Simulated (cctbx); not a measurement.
## What is wrong with this refinement?

Cell a = 12.2545 Å, b = 10.6230 Å, c = 6.6850 Å, α = 90.00°, β = 122.99°, γ = 90.00°; space group C2/m (no. 12). The compound is MgAl11.

Simulated single-crystal data (cctbx): Mo Kα, λ = 0.71073 Å, to d = 0.75 Å, 70 % of the full sphere, strongest reflection 20000 counts, noise from counting, a 2 % proportional error and a noise floor of 8 counts (s.d.); no absorption, and some extinction, which the refinements don't model.

An anisotropic refinement with weights 1/σ² prints:

```text
Rint 0.022, 945 unique reflections to 0.75 A
cycle     R1     wR2    GooF  max shift (A)
   1  0.0199  0.0451   1.652   0.00152
   2  0.0118  0.0263   0.965   0.00000
final R1 0.0118 wR2 0.0263 GooF 0.965  parameters 62  data/parameter 15.2
atom        x        y        z      Ueq    occ   su(xyz)  su(Uiso or U11)
Al1    0.04659  0.12653  0.37173   0.0067  1.000  0.00005  0.0001
Al2    0.87078  0.79402  0.93669   0.0068  1.000  0.00006  0.0001
Al3    0.95217  0.62900  0.77405   0.0037  1.000  0.00005  0.0001
Al4    0.12973  0.28690  0.70594   0.0068  1.000  0.00005  0.0001
Al5    0.00000  0.00000  0.00000   0.0056  1.000  0.00000  0.0003
Al6    0.75000  0.75000  0.50000   0.0042  1.000  0.00000  0.0002
Al7    0.00000  0.50000  0.50000   0.0046  1.000  0.00000  0.0003
Al8    0.75010  0.50000  0.37439   0.0057  1.000  0.00008  0.0002
Mg1    0.24698  0.50000  0.13298   0.0062  1.000  0.00009  0.0002
difference map: max 0.30 min -0.32 rms 0.07
Q1    0.0000  0.0000  0.5000    2    0.30  1.84 A from Al1
Q2    0.2029  0.5000  0.8768    4    0.29  1.49 A from Mg1
Q3    0.0453  0.5000  0.6583    4    0.29  0.89 A from Al7
Q4    0.1905  0.5000  0.1155    4    0.27  0.64 A from Mg1
Q5    0.0052  0.0000  0.3617    4    0.26  1.43 A from Al1
Q6    0.1939  0.5000  0.3944    4    0.25  1.31 A from Al8
```

**Question.** Can this result stand? If not, what is the likely fault?

It can stand. The set-up had a fault (dispersion terms of the wrong wavelength (1.54184 Å)), but the figures of merit move little: R1 = 0.0118, wR2 = 0.0263, GooF = 0.96 against R1 = 0.0117, wR2 = 0.0263, GooF = 0.96 for the right model.

The compound is MgAl11. The right model at the same level gives:

```text
Rint 0.022, 945 unique reflections to 0.75 A
cycle     R1     wR2    GooF  max shift (A)
   1  0.0191  0.0435   1.595   0.00152
   2  0.0117  0.0263   0.963   0.00000
final R1 0.0117 wR2 0.0263 GooF 0.963  parameters 62  data/parameter 15.2
atom        x        y        z      Ueq    occ   su(xyz)  su(Uiso or U11)
Al1    0.04659  0.12653  0.37173   0.0061  1.000  0.00005  0.0001
Al2    0.87078  0.79402  0.93669   0.0062  1.000  0.00006  0.0001
Al3    0.95217  0.62900  0.77405   0.0031  1.000  0.00005  0.0001
Al4    0.12973  0.28690  0.70594   0.0062  1.000  0.00005  0.0001
Al5    0.00000  0.00000  0.00000   0.0049  1.000  0.00000  0.0003
Al6    0.75000  0.75000  0.50000   0.0036  1.000  0.00000  0.0002
Al7    0.00000  0.50000  0.50000   0.0040  1.000  0.00000  0.0003
Al8    0.75010  0.50000  0.37439   0.0051  1.000  0.00008  0.0002
Mg1    0.24698  0.50000  0.13298   0.0057  1.000  0.00009  0.0002
difference map: max 0.30 min -0.31 rms 0.07
Q1    0.0000  0.0000  0.5000    2    0.30  1.84 A from Al1
Q2    0.2030  0.5000  0.8767    4    0.29  1.49 A from Mg1
Q3    0.0453  0.5000  0.6583    4    0.28  0.89 A from Al7
Q4    0.0051  0.0000  0.3618    4    0.26  1.43 A from Al1
Q5    0.1899  0.5000  0.1159    4    0.25  0.64 A from Mg1
Q6    0.1939  0.5000  0.3943    4    0.25  1.31 A from Al8
```

This is a model crystal, built by substitution and not relaxed, with assumed displacement parameters.

[Middle refinement cycles are left out of these outputs.]

[Logs are printed without paths, hosts, clocks, repeated set-up lines and the standing remarks that a program may print on its own settings, such as how far it seeks lower states.]
